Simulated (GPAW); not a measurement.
# V K-edge XANES of VRhO4 (Cmmm), part 2 of 2

What does one-electron theory with a core hole give for the V K edge of VRhO4 (Cmmm)?

GPAW 26.7.0; X-ray absorption from dipole matrix elements to empty bands, plane-wave PAW LDA+U.

So far. Step 4 (Spectrum with XCH, V atom 2): Main maxima below 30 eV (height): 2.4 eV (0.41), 17.2 eV (2.93) and 20.9 eV (2.99). A K edge sees empty p states. The first eV above the zero hold little dipole weight, as the lowest empty bands are of d character; the main edge, of 4p character, rises through 0.6 near 10 eV above the zero. Step 4 (Spectrum with XCH, V atom 2): The total-energy difference is 5447.13 eV. The tabulated edge of the element is 5465 eV.

## (7) Spectrum with XCH, V atom 2

A test of how far the result depends on this setting.

Changed against the first core-hole run: broadening from Gaussian full width 1.01 eV up to 4 eV, rising linearly to 3.5 eV at 25 eV to Gaussian full width 0.5 eV up to 4 eV, rising linearly to 1.5 eV at 25 eV.

Contents of xas.py:

```python
import numpy as np
from ase import Atoms
from ase.parallel import parprint, paropen
from gpaw import GPAW, PW, FermiDirac, Mixer, MixerDif, setup_paths
from gpaw.test import gen
setup_paths.insert(0, '.')
gen('V', name='fch1s', xcname='LDA', corehole=(1, 0, 1), write_xml=True)
from gpaw.mpi import world
world.barrier()

atoms = Atoms('Rh2V2O8',
    cell=[[3.235657, -3.241941, 3.026939],
     [3.235657, 3.241941, 3.026939],
     [-3.235657, -3.241941, 3.026939]],
    scaled_positions=[[0.5, 0.25, 0.75],
     [0.5, 0.75, 0.25],
     [0, 0, 0],
     [0, 0.5, 0.5],
     [0.298993, 0.201007, 0.5],
     [0.298993, 0.701007, 0],
     [0.809268, 0.25, 0.440732],
     [0.809268, 0.75, 0.940732],
     [0.190732, 0.25, 0.059268],
     [0.190732, 0.75, 0.559268],
     [0.701007, 0.798993, 0.5],
     [0.701007, 0.298993, 0]],
    magmoms=[0.0, 0.0, 2.0, 2.0, 0.0, 0.0, 0.0, 0.0, 0.0, 0.0, 0.0, 0.0],
    pbc=True)
atoms.calc = calc = GPAW(legacy_gpaw=True, mode=PW(500, force_complex_dtype=True), xc='LDA', setups={'V': ':d,3.3', 2: 'fch1s:d,3.3'},
    kpts={'size': (4, 4, 4), 'gamma': True}, occupations=FermiDirac(0.1),
    charge=-1, mixer=MixerDif(0.05, 8, 50), maxiter=150,
    convergence={'density': 0.0001, 'eigenstates': 1e-6}, txt='scf.txt')
energy = atoms.get_potential_energy() + calc.get_reference_energy()
ef = calc.get_fermi_level()
out = dict(energy=energy, fermi=ef, forces=atoms.get_forces().tolist(), magmoms=atoms.get_magnetic_moments().tolist())
parprint(f'all-electron energy {energy:.4f} eV, Fermi level {ef:.4f} eV')
ev = np.array([[calc.get_eigenvalues(k, s) for k in range(len(calc.get_ibz_k_points()))] for s in range(calc.get_number_of_spins())])
out['homo'], out['lumo'], out['counts'] = ev[ev < ef].max(), ev[ev > ef].min(), sorted(set((ev < ef).sum((0, 2)).tolist()))
out['filled'] = (ev[:, 0] < ef).sum(1).tolist()

from ase.units import Ha
from gpaw.xas import dipole_matrix_elements
nb = int(calc.get_number_of_electrons() / 2) + 99
top, nb = nb, nb + 8 + nb // 12
nscf = calc.fixed_density(kpts={'size': (4, 4, 4), 'gamma': True}, nbands=nb,
    convergence={'bands': top, 'eigenstates': 5e-3}, maxiter=60, txt='nscf.txt')
cell = atoms.cell.array
ops = [cell.T @ U.T @ np.linalg.inv(cell.T) for U in nscf.wfs.kd.symmetry.op_scc]
E = np.arange(-6, 34, 0.1)
fwhm = np.interp(E, [4, 25], [0.5, 1.5])
Y, X, zero, highest = 0, 0, 1e9, 1e9
for spin in range(nscf.get_number_of_spins()):
    wfs = nscf.wfs
    mine = wfs.bd.get_slice()  # this rank's bands
    A = dipole_matrix_elements(wfs.setups[2])
    eps = np.zeros((wfs.kd.nibzkpts, nb))
    d = np.zeros((3, A.shape[1], wfs.kd.nibzkpts, nb), complex)
    for kpt in wfs.kpt_u:
        if kpt.s == spin and 2 in kpt.P_ani:
            eps[kpt.k, mine] = kpt.eps_n * Ha
            d[:, :, kpt.k, mine] = (kpt.weight * wfs.nspins / 2) ** 0.5 * np.inner(A, kpt.P_ani[2])
    world.sum(eps)
    world.sum(d)
    T = np.einsum('amkn,bmkn->abkn', d, d.conj()).real
    T = sum(np.einsum('ai,ijkn,bj->abkn', R, T, R) for R in ops) / len(ops)
    empty = eps > ef
    zero, highest = min(zero, eps[empty].min()), min(highest, eps[:, top - 1].min())
    lines = [(eps, T, empty)] if spin == 0 else lines + [(eps, T, empty)]
for eps, T, empty in lines:
    f = np.einsum('aakn->akn', T).reshape(3, -1)
    x = eps.ravel() - zero
    w = np.interp(x, E, fwhm) / 2.35482
    g = np.exp(-0.5 * ((E[:, None] - x) / w) ** 2) / (w * (2 * np.pi) ** 0.5)
    Y = Y + (f * empty.ravel()) @ g.T
    X = X + (f * ~empty.ravel()) @ g.T
out.update(E=E.round(2).tolist(), xas=Y.tolist(), xes=X.tolist(), zero=zero, valid=highest - zero, nk=len(eps), nb=nb)
for i in range(0, len(E), 10):
    parprint(f'{E[i]:7.2f}', *(f'{v:10.3e}' for v in Y[:, i]))
import json
with paropen('out.json', 'w') as f:
    json.dump(out, f)
```

Command:

```sh
OMP_NUM_THREADS=1 mpirun -n 4 gpaw python xas.py
```

Wall time 4.5 min (4 MPI ranks of Intel Xeon Platinum 8488C (Sapphire Rapids), shared host); peak memory 0.64 GiB.

```tsv
E (eV)	first run	this run
-2.0	0.00	0.00
-1.0	0.00	0.00
0.0	0.02	0.02
1.0	0.09	0.09
2.0	0.36	0.44
3.0	0.27	0.22
4.0	0.11	0.13
5.0	0.03	0.04
6.0	0.01	0.00
7.0	0.03	0.03
8.0	0.10	0.07
9.0	0.31	0.18
10.0	0.69	0.86
11.0	0.85	0.85
12.0	0.82	0.83
13.0	0.90	0.79
14.0	1.18	1.17
15.0	1.75	1.30
16.0	2.53	3.05
17.0	2.92	3.13
18.0	2.86	2.97
19.0	2.80	2.64
20.0	2.90	2.70
21.0	2.98	3.79
22.0	2.82	2.66
23.0	2.53	2.46
24.0	2.23	2.72
25.0	1.84	2.03
26.0	1.47	1.04
27.0	1.29	1.11
28.0	1.29	1.40
29.0	1.35	1.38
30.0	1.45	1.33
31.0	1.62	1.61
32.0	1.85	1.76
```

Against the first run the r.m.s. difference is 14 %. The highest intensity below 24 eV goes from 20.9 eV (2.99) to 21.0 eV (3.79).

The photon energy of the zero moves by +0.00 eV.

## (8) Outcome

| Property | Result |
| --- | --- |
| absorber and edge | V K, atom 2 of the ground-state input (counted from 1) |
| surroundings | 2 O at 1.94 Å and 4 O at 1.95 Å (octahedral, site symmetry mmm) |
| highest intensity below 24 eV | 20.9 eV above the zero, height 2.99 |
| photon energy of the zero (spin-polarised hole, raw) | 5447.1 eV (LDA puts this hole about 14 eV below PBE, itself good to a few eV) |

**Reading.** The V K edge of atom 2, with 2 O at 1.94 Å and 4 O at 1.95 Å (octahedral, site symmetry mmm), has its highest intensity of the first 24 eV at 20.9 eV above the zero, near 5468 eV in photon energy (LDA puts this hole about 14 eV below PBE, itself good to a few eV), 3.0 times the mean level of the first 20 eV (Gaussian full width 1.01 eV up to 4 eV, rising linearly to 3.5 eV at 25 eV). A cell with holes 3.0 Å apart changes the curve by 3 % r.m.s. (3 % after the best shift). Changing the broadening from Gaussian full width 1.01 eV up to 4 eV, rising linearly to 3.5 eV at 25 eV to Gaussian full width 0.5 eV up to 4 eV, rising linearly to 1.5 eV at 25 eV alters the shape by 14 % r.m.s., a modest effect on the whole. At the V K edge of atom 2 polarisation matters most near 19.5 eV, where the curves differ by 1.7 on this scale. The strongest dipole feature below the main edge lies at 2.4 eV (height 0.41); the site has an inversion centre, so it comes from p states mixed with the neighbours' empty states, not from local p–d mixing. The hole lies in one spin channel, while the script sums the empty states of both and takes the lower zero; where the two channels are split, this blurs and shifts the curve. The unit cell's mesh shows no gap over 0.35 eV. That is right for a metallic compound; for a small-gap or correlated insulator it would be the fault of the functional or of the assumed magnetic order, and the hole would be screened too well. Quadrupole 1s→3d transitions, which feed the pre-edge, are not in the dipole spectrum. The spins start ferromagnetically in a simple order, which needn't be the measured one; gap and edge can depend on it. The holes are only 5.5 Å apart, so the shape is probably not converged with cell size; no larger cell was run here. The mesh is coarse (0.36 Å⁻¹ between points), so small maxima may be mesh ripples. Lifetime broadening is put in by hand, and intensities beyond about 20 eV depend on it and on the partial waves. The structure is a computed Materials Project entry and may be a hypothetical form.

[Logs are printed without paths, hosts, clocks, repeated set-up lines and the standing remarks that a program may print on its own settings, such as how far it seeks lower states.]

[Hosts, paths, dates, database ids (printed as entryN), source tags and the programs' standing remarks are cut or masked in the printed files.]

[Lists of maxima count a maximum above −3 eV only where it reaches 4 % of the highest in the window and stands out from its surroundings by 2 % of it (1.5 % where it reaches 55 %); shoulders and weaker maxima are passed over, and of the rest the first, up to two pre-edge ones and the few strongest are named.]
